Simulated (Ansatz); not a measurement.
# How fast states decay through SrTe2H2, part 3 of 3

A new crystal, SrTe2H2: structure, gap and complex bands. It is built by putting Te for O, Sr for Ca in the CaH2O2 structure of space group C2, with the volume rescaled by atomic radii. The parent structure comes from the Materials Project.

Ansatz 0.2.0; PBEsol DFT, plane waves, PAW files (the session's first sound run).

So far, gap on the k-mesh (eV): step 3 (the bulk crystal and its band edges, PBEsol) 2.08; step 4 (complex bands, plane (001), PBEsol) 2.08; step 5 (complex bands, plane (100), k-mesh 4×6×6, PBEsol) 2.08; step 6 (LDA) 2.04.

The structure was built from a prototype and need not be the compound's stable phase.

## 7. Complex bands at another level

This step: LDA DFT, plane waves, PAW files; complex bands by layer matching along the plane's normal (Ansatz 0.2.0).

The complex bands at that level, over its own gap, at (0, 0) and (-0.5, -0.5).

input.yaml

```yaml
crystal:
  lattice:
    - [4.770747103, 0.0, 0.0]
    - [2.385373552, 4.73141805, 0.0]
    - [0.0, -2.174999192, 6.444017972]
  atoms:
    - { symbol: Sr, position: [0.9755880845, 0.0, 0.0] }
    - { symbol: H, position: [0.5699790695, 0.4840263084, 0.5425341908] }
    - { symbol: H, position: [0.0540053779, 0.5159736916, 0.4574658092] }
    - { symbol: Te, position: [0.7188737125, 0.516587043, 0.7702416216] }
    - { symbol: Te, position: [0.2354607555, 0.483412957, 0.2297583784] }
kpoints:
  mp_grid: { grid: [6, 6, 4] }
scf:
  occupations: { method: fixed }
hamiltonian:
  xc: lda
output:
  eigenvalues: true
  transmission:
    leads: [[0, 0]]
    kpoints: [[0.0, 0.0], [-0.5, -0.5]]
    e_range: [-1.0, 3.04]
    de: 0.07
```

On the command line:

```sh
> ansatz run input.yaml --threads 2 --pin off --max-ram 4096MiB --backend cpu --events-out ev --progress --plain --runs-dir out
```

Numbers of over 12 decimals in the logs are rounded to 6 here.

Output:

```text
[...]
Crystal: 5 atoms, lattice volume = 145.457 Å³
Basis set: ecut = 420 eV, 2829 PW (Γ)
Bands: 27, of which v1, the nominal top of the filled ones, is band 22 counted from 1 (21 counted from 0)
Symmetry: 2 space group operations
[...]
k-points: 47 of 144 (time reversal used)
[...]
SCF iter   1: F=—  HF=-17132.311942 eV  |F-HF|=—  |Δ(HF+E_count)|=         —  Δρ=6.56e-3  dr2=4.33e-2  ethr=1.77e-3  ⟨swp⟩=6.1  Hψ=5623  notcnv=0  defer=134
[...]
SCF iter   7: F=-17132.300874 eV  HF=-17132.300874 eV  |F-HF|=2.48e-8  |Δ(HF+E_count)|=   2.12e-7  Δρ=2.98e-6  dr2=3.00e-8  ethr=2.27e-10  ⟨swp⟩=13.1  Hψ=6296  notcnv=0
SCF 1 converged in 7 iterations: F = -17132.300874 eV  dr2 = 3.00e-8
[...]
transmission: 10 of 20 steps passed
transmission: 20 of 20 steps passed
SCF converged after 7 iterations
Free energy (F): -17132.300874 eV
[...]
Internal energy: -17132.300874 eV  (E = F + TS)
E sigma→0 (E₀):  -17132.300874 eV
Fermi energy:    4.043336 eV
[...]
--- Band table (eV; the first three rows and the last of 47) ---
  k-point 0: bands = [... 18 lower, 2.6954, 3.3796, 3.5215, 4.0433, 6.5727, 6.5815, 6.9598, 7.9150, ... 1 higher]
  k-point 1: bands = [... 18 lower, 2.6603, 3.0527, 3.4423, 3.6681, 6.8075, 6.8902, 7.4688, 8.1261, ... 1 higher]
  k-point 2: bands = [... 18 lower, 2.6182, 2.8754, 3.1815, 3.4604, 6.9204, 7.2721, 7.7990, 8.1393, ... 1 higher]
  k-point 46: bands = [... 18 lower, 2.4756, 2.7411, 2.9373, 3.0801, 6.9472, 7.3096, 8.2615, 8.4626, ... 1 higher]
--- Transmission ---
  basis      : 193 plane waves across, 10 finite elements along
  points     : 2, as listed
[...]
crystal 0  : H2Te2Sr1, at the sites [0, 0], period 6.4440 Å: whole cells are its period
[...]
channels       : 0.000000e0 a spin
[...]
slowest decay  : 0.1876 /Å at (-0.5000, -0.5000)
```

Wall time 35 s (2 threads of Arm Neoverse V2, shared host); peak memory 0.58 GiB; 55 s of CPU time.

Numbers from this step:

```yaml
level_to_which_the_leads_are_filled: 1.020 eV from the Fermi level
decay_constant_at_the_filling_level_zone_centre: 0.2220 Å⁻¹
decay_constant_at_the_filling_level_slowest_listed_point: 0.1876 Å⁻¹
```

K parallel (0, 0); values up to 1.5 1/Å, a degenerate pair printed once or twice; energies at which all values exceed this have no row. Im kz of the slowest decaying states against energy, zero at the highest filled level on the SCF mesh:

```csv
energy (eV),decay 1 (Å⁻¹),decay 2 (Å⁻¹),decay 3 (Å⁻¹),decay 4 (Å⁻¹)
-1.00,0.0905,0.478,1.00,1.14
-0.86,0.456,0.987,1.12,-
-0.65,0.0934,0.226,0.389,0.965
-0.51,0.0357,0.316,0.464,0.951
-0.37,0.109,0.430,0.488,0.937
-0.23,0.136,0.483,0.501,0.922
-0.02,0.147,0.511,0.526,0.900
0.12,0.141,0.513,0.543,0.886
0.26,0.170,0.513,0.554,0.871
0.47,0.196,0.508,0.564,0.848
0.61,0.207,0.503,0.567,0.833
0.75,0.215,0.495,0.567,0.817
0.89,0.220,0.486,0.565,0.801
1.10,0.222,0.469,0.559,0.777
1.24,0.221,0.456,0.553,0.760
1.38,0.218,0.440,0.545,0.743
1.52,0.213,0.423,0.535,0.726
1.73,0.201,0.392,0.517,0.700
1.87,0.189,0.368,0.501,0.682
2.01,0.174,0.341,0.483,0.664
2.22,0.141,0.290,0.448,0.637
2.36,0.105,0.247,0.419,0.618
2.50,0.192,0.382,0.600,0.719
2.64,0.129,0.333,0.581,0.694
2.85,0.0601,0.184,0.553,0.656
2.99,0.166,0.533,0.628,-
```

K parallel (-0.5, -0.5); values up to 1.5 1/Å, a degenerate pair printed once or twice; energies at which all values exceed this have no row. The Im kz of the slowest decaying states by energy, zero at the highest filled level on the SCF mesh:

```csv
energy (eV),decay 1 (Å⁻¹),decay 2 (Å⁻¹),decay 3 (Å⁻¹),decay 4 (Å⁻¹)
-1.00,0.169,0.723,0.890,1.24
-0.79,0.0557,0.662,0.835,1.22
-0.58,0.151,0.666,0.794,1.21
-0.37,0.106,0.193,0.633,0.829
-0.23,0.135,0.212,0.626,0.836
-0.02,0.162,0.234,0.617,0.839
0.19,0.179,0.249,0.606,0.835
0.40,0.188,0.260,0.593,0.828
0.61,0.193,0.266,0.578,0.818
0.82,0.192,0.270,0.559,0.806
0.96,0.190,0.271,0.545,0.797
1.17,0.182,0.269,0.522,0.783
1.38,0.169,0.265,0.496,0.766
1.59,0.148,0.258,0.467,0.749
1.80,0.115,0.247,0.434,0.730
2.01,0.0432,0.233,0.398,0.709
2.22,0.215,0.358,0.687,0.947
2.36,0.198,0.329,0.672,0.930
2.57,0.166,0.283,0.647,0.905
2.78,0.116,0.235,0.620,0.878
2.99,0.184,0.590,0.850,0.985
```

At the listed wavevectors the last open channel is at -0.02 eV and the next at +2.08 eV on the grid. At +1.03 eV, the grid energy nearest the filling level (the middle of the gap on the SCF mesh), the slowest state at the listed wavevectors decays with κ = 0.188 Å⁻¹, its amplitude falling by e over 5.3 Å; the first such run, plane (001), gave 0.190 Å⁻¹ over as many of its listed wavevectors.

## 8. A check of the settings

This step: PBEsol DFT, plane waves, PAW files; complex bands by layer matching along the plane's normal; changed: scf.n_extra_bands = 0, scf.occupations = {"method": "fermi_dirac", "width": 0.3}, scf.max_iter = 50 (Ansatz 0.2.0).

This run repeats an earlier one, its twin (the complex run, plane (001)), with four settings changed (scf.occupations.method, scf.occupations.width, scf.n_extra_bands, scf.max_iter; files written aside). The setting was drawn as a possible misstep, on purpose. Where the input is shown as a difference, that is against the step before, not the twin.

input.yaml, as its differences from that of step 7:

```diff
@@ -14,5 +14,7 @@
 scf:
-  occupations: { method: fixed }
+  occupations: { method: fermi_dirac, width: 0.3 }
+  n_extra_bands: 0
+  max_iter: 50
 hamiltonian:
-  xc: lda
+  xc: pbesol
 output:
@@ -21,4 +23,4 @@
     leads: [[0, 0]]
-    kpoints: [[0.0, 0.0], [-0.5, -0.5]]
-    e_range: [-1.0, 3.04]
+    kpoints: [[0.0, 0.0], [-0.5, -0.5], [0.5, 0.0]]
+    e_range: [-1.0, 3.08]
     de: 0.07
```

Output:

```text
Error: inconsistent input (scf.n_extra_bands, scf.occupations.method): n_bands = 22 leaves no empty band above the 22 bands per channel that the deck's 44 electrons occupy, and the occupations search for the Fermi level (a smearing at a finite width, or tetrahedra): a level found among occupied bands alone can fill a metal as an insulator; raise scf.n_extra_bands until at least 23 bands are solved (omitted, it auto-derives to 31) (see scf.n_extra_bands in the input reference)
```

Wall time 0.1 s (2 threads); peak memory 0.087 GiB.

The program refused the input before any cycle.

The program's message: “Error: inconsistent input (scf.n_extra_bands, scf.occupations.method): n_bands = 22 leaves no empty band above the 22 bands per channel that the deck's 44 electrons occupy, and the occupations search …”

The change that led to it: scf.n_extra_bands = 0 and scf.occupations = {"method": "fermi_dirac", "width": 0.3}.

## 9. Summary of results

```yaml
band_gap: 2.08 eV
least_decay_constant_at_mid_gap_normal_to_001: 0.190 Å⁻¹
least_decay_constant_at_mid_gap_normal_to_100: 0.209 Å⁻¹
least_decay_constant_lda: 0.188 Å⁻¹
```

In words: With PBEsol, the slowest decay at the wavevectors tried is κ = 0.190 Å⁻¹, normal to (001). Through such a film the transmission near mid-gap falls as exp(−2κd), a factor of ten every 6.1 Å. The directions tried decay at nearly the same rate. A free electron under a barrier of half the gap would need a mass of 0.13 mₑ to decay at this rate. The slowest decay isn't at the zone centre. With LDA the gap goes from 2.08 to 2.04 eV and the decay constant, over the first 2 listed wavevectors, from 0.190 to 0.188 Å⁻¹. The compound is made up by substitution; its stability against other phases and against distortions of the cell's symmetry was not tested. A semilocal functional narrows gaps, while spin-orbit coupling, left out here, narrows them in compounds of heavy elements, so the error in κ can go either way.

[Logs are printed without paths, hosts, clocks, repeated set-up lines and the standing remarks that a program may print on its own settings, such as how far it seeks lower states.]

[Hosts, paths, dates, database ids (printed as entryN), source tags and the programs' standing remarks are cut or masked in the printed files.]
